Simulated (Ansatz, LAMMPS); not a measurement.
## Neighbourhoods of single atoms in amorphous carbon (220 atoms)

Density of this cell: 2.92 g/cm³. The cell holds 220 atoms: 220 C. Cell: a = 11.455 Å, b = 11.455 Å, c = 11.455 Å, α = 90.0°, β = 90.0°, γ = 90.0°. 220 atoms (220 C) placed at random at 2.92 g/cm³, melted at 6000 K for 10 ps at fixed volume with the Tersoff potential (Tersoff, Phys. Rev. B 39, 5566 (1989)). Quenched from 6000 K to 300 K at 100 K/ps and fixed volume, held 5 ps, then minimised at fixed cell.

Method: Kohn-Sham DFT, PBE, PAW (set soft_2), plane waves (Ansatz 0.2.0; cutoff 420 eV, Γ point, gaussian smearing of 0.05 eV), at the geometry as built.

The whole cell was solved; only parts of it are printed.

Local excerpt of 46 atoms (numbers count through the whole input) about C150, which bears the longest force; x, y, z are measured from there.

```tsv
atom	x	y	z	distance (Å)	bonds	Löwdin charge (e)	Fx	Fy	Fz (eV/Å)
C150	0.00	0.00	0.00	0.00	3	0.07	-2.95	-3.99	0.26
C83	0.30	0.59	-1.25	1.41	4	0.03	0.59	-0.13	-1.09
C35	0.15	0.84	1.18	1.45	4	0.03	0.97	0.42	-1.19
C43	-0.69	-1.35	-0.04	1.52	3	-0.02	0.64	3.24	0.89
C102	0.12	-0.16	2.17	2.18	3	0.07	-0.12	-2.58	2.93
C79	1.22	-0.43	-1.91	2.31	3	0.03	-1.40	-2.63	0.16
C200	-0.98	0.79	-1.97	2.33	3	0.00	-1.00	-0.62	1.04
C85	-0.83	1.92	1.28	2.46	3	0.00	-1.01	2.05	0.80
C154	-1.54	-1.49	-1.29	2.50	3	0.03	0.97	3.10	-1.09
C183	1.51	1.50	1.33	2.51	3	-0.03	-0.07	0.94	0.58
C173	0.99	2.01	-1.25	2.57	4	0.03	0.74	0.50	-0.10
C132	2.18	-1.12	1.02	2.65	3	-0.02	-0.34	1.78	-2.21
C140	-1.02	-2.17	1.20	2.69	3	-0.01	1.92	0.61	-1.22
C64	1.41	-0.77	2.29	2.80	3	0.05	1.02	-0.20	-0.74
C84	1.66	-1.86	-1.35	2.83	3	0.01	0.75	1.23	-0.35
C192	1.84	-2.20	0.11	2.87	3	0.01	0.01	0.18	-1.59
C202	2.86	-0.16	0.17	2.87	3	0.04	0.05	-2.75	-0.69
C117	-2.14	1.41	-1.40	2.92	3	0.00	-0.28	2.17	-0.68
C163	2.66	1.23	0.45	2.97	4	0.03	-0.05	1.53	1.03
C114	-2.75	-0.57	1.31	3.09	3	-0.01	-1.55	-0.04	0.13
C62	2.44	1.82	-0.84	3.16	3	0.02	-0.31	1.03	-1.30
C100	-0.92	-1.80	-2.64	3.32	3	0.06	1.90	1.07	0.71
C128	-2.92	-1.02	-1.20	3.32	3	0.07	1.09	-0.59	1.50
C116	-0.86	-0.13	3.21	3.33	3	0.04	-0.51	0.44	2.08
C179	-0.44	3.25	0.79	3.37	3	0.02	-0.18	1.08	2.48
C118	0.21	3.35	-0.58	3.41	4	0.03	0.99	-0.94	0.26
C96	-1.98	1.80	2.15	3.43	3	0.06	-0.45	-0.66	-1.80
C95	-2.20	-1.81	2.00	3.48	4	0.04	-1.23	-0.47	-0.42
C50	-2.04	2.75	-0.94	3.55	3	0.05	-0.48	-0.29	0.32
C77	-1.01	0.64	-3.36	3.57	3	0.02	0.87	0.94	-2.11
C80	-3.54	-0.73	0.07	3.61	3	0.01	0.54	1.02	0.45
C162	-2.90	0.68	2.11	3.65	3	0.04	1.83	1.22	-0.65
C170	1.93	0.04	-3.13	3.67	4	0.04	-1.25	-0.71	-0.25
C160	3.45	-0.65	-1.17	3.70	3	0.06	0.62	-0.89	1.33
C69	-0.25	-3.32	1.73	3.75	3	-0.01	-1.44	-0.48	0.00
C34	0.95	2.49	-2.73	3.81	4	0.04	1.66	-0.13	0.03
C212	1.73	2.67	2.11	3.82	3	0.07	-2.08	-0.20	-0.47
C153	-0.82	-0.76	-3.75	3.91	3	0.05	0.54	1.00	0.63
C76	-0.89	3.54	-1.61	4.00	4	0.04	-1.22	-0.99	1.52
C18	0.89	-3.01	2.52	4.03	3	0.06	3.42	0.82	0.37
C24	-3.35	1.07	-2.07	4.08	3	0.03	-0.64	2.78	0.53
C197	-1.74	-1.35	3.47	4.11	4	0.06	-0.26	-0.80	-0.42
C101	1.47	1.38	-3.64	4.17	3	0.03	0.43	0.08	-0.88
C53	3.35	0.18	-2.50	4.19	4	0.05	1.98	-0.37	0.15
C198	-1.07	-4.01	-0.64	4.20	3	0.00	-1.72	-2.59	0.08
C182	1.99	-0.74	3.62	4.20	3	0.06	1.45	0.92	-1.66
```

The column of bonds counts only the pairs C-C within 1.85 Å; other neighbours, such as metal atoms beside each other in a compound, aren't counted, and periodic images can show an atom twice.

The surroundings of C10, whose charge lies farthest from its element's mean, nearest first, numbered as they follow in the input and with coordinates relative to it.

```tsv
atom	x	y	z	distance (Å)	bonds	Löwdin charge (e)	Fx	Fy	Fz (eV/Å)
C10	0.00	0.00	0.00	0.00	3	-0.08	-0.10	-2.31	-1.87
C13	0.17	-0.17	1.46	1.48	3	0.02	-2.26	-2.39	0.99
C165	-0.63	1.30	-0.46	1.52	4	0.03	0.17	0.96	0.51
C179	0.11	-1.23	-0.92	1.54	3	0.02	-0.18	1.08	2.48
C189	-0.89	-0.85	2.10	2.44	3	0.04	2.17	0.88	0.30
C14	0.09	1.88	-1.60	2.47	3	0.07	0.61	1.21	-1.20
C213	-0.38	2.44	0.51	2.53	3	-0.02	-0.16	0.90	1.79
C85	-0.28	-2.55	-0.43	2.61	3	0.00	-1.01	2.05	0.80
C8	1.52	-0.15	2.14	2.63	4	0.04	-0.13	0.36	-0.21
C38	-1.83	-1.49	1.19	2.64	3	0.02	-0.28	-0.47	1.45
C99	-2.19	1.31	-0.72	2.65	4	0.04	-0.88	0.01	0.07
C118	0.77	-1.13	-2.30	2.67	4	0.03	0.99	-0.94	0.26
C149	1.76	-0.01	-2.17	2.79	3	0.00	-1.74	2.34	-0.07
C193	1.42	1.42	-1.99	2.83	3	0.03	1.38	-2.04	-0.37
C212	2.28	-1.80	0.40	2.93	3	0.07	-2.08	-0.20	-0.47
C5	1.75	-1.66	1.75	2.98	3	0.08	0.75	-1.48	-0.24
C6	-2.87	0.77	0.46	3.01	3	0.00	-1.59	0.43	-0.95
C96	-1.42	-2.67	0.44	3.06	3	0.06	-0.45	-0.66	-1.80
C33	-0.63	2.28	1.98	3.08	3	0.02	-0.88	-0.56	0.63
C61	2.31	1.16	1.82	3.16	3	-0.01	1.74	0.99	0.04
C97	3.08	-0.73	-0.23	3.17	3	0.00	0.07	-2.93	0.76
C220	-3.03	-0.74	0.63	3.18	4	0.04	0.52	-0.09	-0.71
C120	-2.69	0.51	-1.96	3.37	4	0.03	-0.16	-0.65	-0.88
C194	2.99	-0.42	-1.63	3.44	3	0.05	3.30	-0.50	-1.19
C76	-0.34	-0.93	-3.33	3.47	4	0.04	-1.22	-0.99	1.52
C92	-0.65	0.46	-3.40	3.49	3	0.01	0.27	1.44	-0.66
C50	-1.48	-1.73	-2.65	3.49	3	0.05	-0.48	-0.29	0.32
C139	-2.74	-1.09	-2.00	3.56	4	0.05	-0.96	-0.20	0.44
C183	2.07	-2.98	-0.39	3.65	3	-0.03	-0.07	0.94	0.58
C69	0.30	3.66	0.02	3.68	3	-0.01	-1.44	-0.48	0.00
C196	-1.96	1.94	2.47	3.70	3	0.01	3.18	1.44	-1.80
C35	0.70	-3.63	-0.54	3.74	4	0.03	0.97	0.42	-1.19
C73	-3.40	-1.53	-0.63	3.78	3	-0.01	-1.71	-2.08	-0.86
C198	-0.52	2.97	-2.36	3.82	3	0.00	-1.72	-2.59	0.08
C112	-3.05	1.69	1.58	3.83	3	0.03	-0.73	-2.45	1.35
C190	-1.07	-0.76	3.60	3.84	4	0.04	1.60	0.04	-0.68
C115	0.46	2.43	2.96	3.86	3	0.05	-0.15	-1.22	1.86
C23	-1.98	0.80	-3.23	3.87	3	0.06	0.62	-0.43	0.44
C88	1.52	-0.16	3.61	3.92	3	0.01	-2.28	-0.16	3.05
C19	1.89	2.37	2.55	3.96	3	0.01	-0.25	-2.11	0.51
C124	3.65	1.14	1.27	4.03	3	0.03	-0.96	-1.51	-1.10
C91	-2.64	2.92	-0.90	4.03	4	0.03	-0.45	0.07	-0.20
C129	1.10	-2.92	2.60	4.07	3	-0.07	0.30	1.26	-0.11
C136	4.08	0.01	0.48	4.10	3	0.05	-0.43	3.37	0.66
C48	2.48	2.42	-2.25	4.13	3	-0.01	0.11	-0.38	-0.82
C173	1.54	-2.47	-2.96	4.15	4	0.03	0.74	0.50	-0.10
```

The column of bonds counts only the pairs C-C within 1.85 Å; other neighbours, such as metal atoms beside each other in a compound, aren't counted, and periodic images can show an atom twice.

The surroundings of C2, picked at random, nearest first, numbered as they follow in the input and with coordinates relative to it.

```tsv
atom	x	y	z	distance (Å)	bonds	Löwdin charge (e)	Fx	Fy	Fz (eV/Å)
C2	0.00	0.00	0.00	0.00	4	0.04	0.87	0.43	1.85
C162	1.17	-0.07	-0.87	1.46	3	0.04	1.83	1.22	-0.65
C185	-1.21	0.07	-0.82	1.46	4	0.05	-0.88	0.62	-1.70
C86	0.00	-1.35	0.67	1.51	3	-0.02	-1.46	0.11	-1.98
C37	-0.04	1.29	0.97	1.62	3	-0.02	1.45	0.33	-1.03
C164	-2.22	0.33	0.17	2.25	3	0.09	-2.60	0.47	1.91
C169	-1.09	1.22	-1.86	2.48	3	-0.05	2.04	1.97	-0.43
C96	2.10	1.06	-0.83	2.49	3	0.06	-0.45	-0.66	-1.80
C114	1.33	-1.32	-1.68	2.51	3	-0.01	-1.55	-0.04	0.13
C44	1.13	-1.74	1.43	2.52	4	0.03	-0.01	-1.32	0.04
C29	-1.56	-1.14	-1.66	2.54	3	0.01	-3.27	-1.92	1.52
C184	-0.25	1.07	2.37	2.61	3	0.02	-0.14	-1.15	0.15
C171	-0.81	-2.51	0.31	2.65	3	0.04	2.92	0.39	-0.08
C32	-2.22	-0.30	1.57	2.73	3	0.01	-0.26	1.06	0.63
C166	-0.43	2.67	0.49	2.75	4	0.07	-2.24	1.15	0.75
C38	1.69	2.24	-0.08	2.80	3	0.02	-0.28	-0.47	1.45
C138	-1.19	-0.02	2.56	2.82	3	0.06	-0.07	1.38	-3.30
C73	0.12	2.19	-1.90	2.91	3	-0.01	-1.71	-2.08	-0.86
C210	1.40	-0.75	2.48	2.95	3	0.03	1.34	2.96	0.00
C220	0.49	2.99	-0.64	3.09	4	0.04	0.52	-0.09	-0.71
C197	2.33	-2.10	0.49	3.17	4	0.06	-0.26	-0.80	-0.42
C111	2.27	0.35	2.22	3.20	3	0.05	0.60	-2.16	-0.46
```

The column of bonds counts only the pairs C-C within 1.85 Å; other neighbours, such as metal atoms beside each other in a compound, aren't counted, and periodic images can show an atom twice.

Neighbours are counted within 1.85 Å (C-C).

Length of the force by element and coordination:

```tsv
element	coordination	atoms	mean length of the force (eV/Å)	spread	least	most
C	all	220	1.98	0.935	0.342	4.97
C	3	160	2.21	0.944	0.343	4.97
C	4	60	1.37	0.556	0.342	3.32
```

The mean of these charges, 0.025 e, is only the charge that the projection spills.

Löwdin charges by element and coordination (they lack the spilled electrons, 0.025 e an atom on average):

```tsv
element	coordination	atoms	mean charge (e)	spread	least	most
C	all	220	0.0254	0.0292	-0.0759	0.0904
C	3	160	0.0207	0.0324	-0.0759	0.0904
C	4	60	0.0379	0.0108	0.0181	0.0664
```

The quench rate of 100 K/ps is many orders above laboratory rates, so the cell is likely richer in defects and strain than a real sample. The network of bonds at the start is that of the classical potential that made the cell, and needn't be the one that DFT or experiment would give. Only the Γ point is sampled, in a cell whose shortest periodic width is 11 Å, which is coarse for a cell with partly filled levels. The Löwdin charges lack the electrons that the projection spills, 0.025 e an atom on average.

[Logs are printed without paths, hosts, clocks, repeated set-up lines and the standing remarks that a program may print on its own settings, such as how far it seeks lower states.]

[Hosts, paths, dates, database ids (printed as entryN), source tags and the programs' standing remarks are cut or masked in the printed files.]
